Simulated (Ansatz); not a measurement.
The crystal is BaSrTi2O6 (perovskite [001] superlattice) (P4mm).

The structure was built from a prototype and need not be the compound's stable phase.

```cif
data_structure
_symmetry_space_group_name_H-M 'P 1'
_symmetry_Int_Tables_number 1
_cell_length_a 3.9242
_cell_length_b 3.9242
_cell_length_c 7.9316
_cell_angle_alpha 90.000
_cell_angle_beta 90.000
_cell_angle_gamma 90.000
_cell_volume 122.14
loop_
_atom_site_label
_atom_site_type_symbol
_atom_site_fract_x
_atom_site_fract_y
_atom_site_fract_z
_atom_site_occupancy
Sr1 Sr 0.00000 0.00000 0.12824 1
O2 O 0.50000 0.50000 0.11812 1
Ti3 Ti 0.50000 0.50000 0.37634 1
O4 O 0.50000 0.00000 0.36002 1
O5 O 0.00000 0.50000 0.36002 1
Ba6 Ba 0.00000 0.00000 0.62608 1
O7 O 0.50000 0.50000 0.61396 1
Ti8 Ti 0.50000 0.50000 0.88639 1
O9 O 0.50000 0.00000 0.87539 1
O10 O 0.00000 0.50000 0.87539 1
```

The structure was relaxed with PBEsol. The runs that relaxed it are not among those shown. Spin-orbit coupling is left out unless a run names it.

Gaps computed with Ansatz 0.2.0 without a self-energy: PBEsol 1.86 eV, PBEsol+SOC 1.86 eV and HSE06 3.35 eV.

Q: What gap should G0W0 on PBEsol give (6×6×4 mesh, 411 empty bands, screening to 130 eV, PAW set soft_1 files)?

About 3.51 eV: on its mesh the run moves the gap from 1.86 eV by +1.65 eV. Among the scalar-relativistic levels given, HSE06 is nearest (−0.16 eV). Bands and cutoff are finite, so the gap is not at the basis limit. The miss can reach some tenths of an eV and take either sign; the mesh is an error of its own. The many-body steps are scalar-relativistic: spin-orbit coupling is not in them.

[Paths, hosts, dates, memory and timing lines, banners, echoed tables and standing remarks are left out of the program output.]

[Logs are printed without paths, hosts, clocks, repeated set-up lines and the standing remarks that a program may print on its own settings, such as how far it seeks lower states.]

[Runs of the session that timed out or met a known fault of the program may be left out.]

[Cells called generated may have been cut or substituted from an entry of the Crystallography Open Database or the Materials Project.]

[Hosts, paths, dates, database ids (printed as entryN), source tags and the programs' standing remarks are cut or masked in the printed files.]
